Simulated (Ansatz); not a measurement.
# Static equation of state of glassy 66SiO2-6Al2O3-14Na2O-14Li2O (mol %) (109 atoms)

Density of this cell: 2.51 g/cm³. The cell holds 109 atoms: 23 Si, 4 Al, 10 Na, 10 Li and 62 O. Cell: a = 11.014 Å, b = 11.404 Å, c = 10.766 Å, α = 90.7°, β = 90.6°, γ = 90.5°. The starting structure: 109 atoms (23 Si, 4 Al, 10 Na, 10 Li, 62 O) placed at random at 2.41 g/cm³, melted at 4000 K for 10 ps at fixed volume with the Morse and Coulomb pair potential with partial charges (Pedone, Malavasi, Menziani, Cormack and Segre, J. Phys. Chem. B 110, 11780 (2006)). Quenched from 4000 K to 300 K at 50 K/ps and fixed volume, held 10 ps at zero pressure, then minimised at fixed cell.

Calculated with Ansatz 0.2.0: Kohn-Sham DFT, r2SCAN, PAW (set soft_2), plane waves; cutoff 500 eV, Γ point, fixed occupations. Cell and atoms were relaxed first, to V0 = 12.402 Å³ an atom at a residual P0 = -0.014 GPa. The cell was then scaled evenly, and the atoms were relaxed at each volume.

```
volume (Å³/atom)  pressure (GPa)
          11.162               ?
          11.658           2.531
          12.030           1.525
          12.774          -1.353
          13.147          -2.564
```

Task: Fit the third-order Birch–Murnaghan equation to the rows given and extrapolate to the withheld row.

**Working.**

Take the Eulerian strain f = ½[(V0/V)^(2/3) − 1] and the normalised pressure F = (P − P0) / [3f(1 + 2f)^(5/2)]. The third-order Birch–Murnaghan equation is then the line F = B0 + (3/2)B0(B′ − 4) f, so u = f and v = F.

| u = f | v = F (GPa) |
| --- | --- |
| 0.0210567 | 36.3481 |
| 0.0102568 | 47.5543 |
| -0.00975635 | 48.0524 |
| -0.0190503 | 49.1595 |

With n = 4: mean u = 6.2672e-4, mean v = 45.2786, Σ(u − ū)² = 0.0010051, Σ(u − ū)(v − v̄) = -0.26570. Slope b = -0.26570 / 0.0010051 = -264.35; intercept a = v̄ − b ū = 45.444.

So B0 = a = 45.4 GPa and B′ = 4 + 2b/(3a) = 0.122. At the withheld volume f = 0.03638, F = a + b f = 35.83 GPa, and P = P0 + 3f(1 + 2f)^(5/2) F.

Prediction at 11.162: 4.647 GPa. The run gave 4.680 GPa, so the fit is low by 0.033 GPa (0.71 % of the value).

The series isn't one smooth equation of state: even a line fitted to all rows, the withheld one included, misses F by up to 10.0 %, the count of bonds changes along the series and an atom moves over 0.5 Å in some relaxation. B0 and B′ are then only the numbers of this fit, not moduli of the material. Among the rows given, the largest miss of the fit is at 11.658, by 0.25 GPa (3.4 % of the range of the table).

Limits: Static cells at zero temperature; the cell shape is held. The program notes that the SCF threshold of these relaxations is loose for the stress. The quench rate of 50 K/ps is many orders above laboratory rates, so the cell is likely richer in defects and strain than a real sample. The network of bonds at the start is that of the classical potential that made the cell, and needn't be the one that DFT or experiment would give. Only the Γ point is sampled, in a cell whose shortest periodic width is 11 Å.

[Logs are printed without paths, hosts, clocks, repeated set-up lines and the standing remarks that a program may print on its own settings, such as how far it seeks lower states.]

[Hosts, paths, dates, database ids (printed as entryN), source tags and the programs' standing remarks are cut or masked in the printed files.]
